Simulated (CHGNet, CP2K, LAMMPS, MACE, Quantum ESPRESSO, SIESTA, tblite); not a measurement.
# Bulk modulus two ways: amorphous Ge (61 atoms), CP2K double zeta, PBE

The cell holds 61 atoms (61 Ge). Recipe: 61 atoms (61 Ge) placed at random at 5.25 g/cm³, melted at 3500 K for 10 ps at fixed volume with the Tersoff potential (Tersoff, Phys. Rev. B 39, 5566 (1989)). Quenched from 3500 K to 500 K at 3 K/ps and fixed volume, held 5 ps. Then the atoms were relaxed with MACE MP-0b3 medium in the fixed cell.

Calculated with CP2K 2026.2: PBE; DZVP-UZH, GTH-PBE potentials, 350 Ry; k-points Γ. The cell is scaled evenly by ±3 % in volume, and MACE MP-0b3 medium relaxes the atoms at each volume before the single point.

```
volume (Å³/atom)  energy less the middle row's (meV/atom)  pressure (GPa)
          22.266                                   23.255           6.468
          22.955                                    0.000           4.429
          23.643                                  -14.671           2.538
```

Task: Find the bulk modulus at the middle volume from the pressures and from the energies, and check the printed pressure against the slope of the energy (1 meV/Å³ = 0.16022 GPa).

Worked:

The step is h = 0.6886 Å³. From pressures: B = −V dP/dV = 22.955 × (6.468 − (2.538)) / (2 × 0.6886) = 65.5 GPa.

From energies: B = V d²E/dV² = 22.955 × (23.255 + (-14.671)) / 0.6886² = 415.5 meV/Å³ = 66.6 GPa.

Slope: P = −dE/dV = −(-14.671 − (23.255)) / (2 × 0.6886) = 27.5 meV/Å³ = 4.41 GPa, against 4.43 GPa printed.

The two moduli agree within 2 %.

A central difference over ±3 % overstates P by about B(1 + B′)(0.03)²/6, some 0.05 GPa for B′ = 4. The atoms follow MACE MP-0b3 medium, so this level's forces do work along the path, which enters the energies but not the printed pressures.

Limits: three points, a static cell at zero temperature, the cell shape held; the modulus is that at 4.4 GPa, not at zero pressure.

[Logs are printed without paths, hosts, clocks, repeated set-up lines and the standing remarks that a program may print on its own settings, such as how far it seeks lower states.]

[Hosts, paths, dates, database ids (printed as entryN), source tags and the programs' standing remarks are cut or masked in the printed files.]
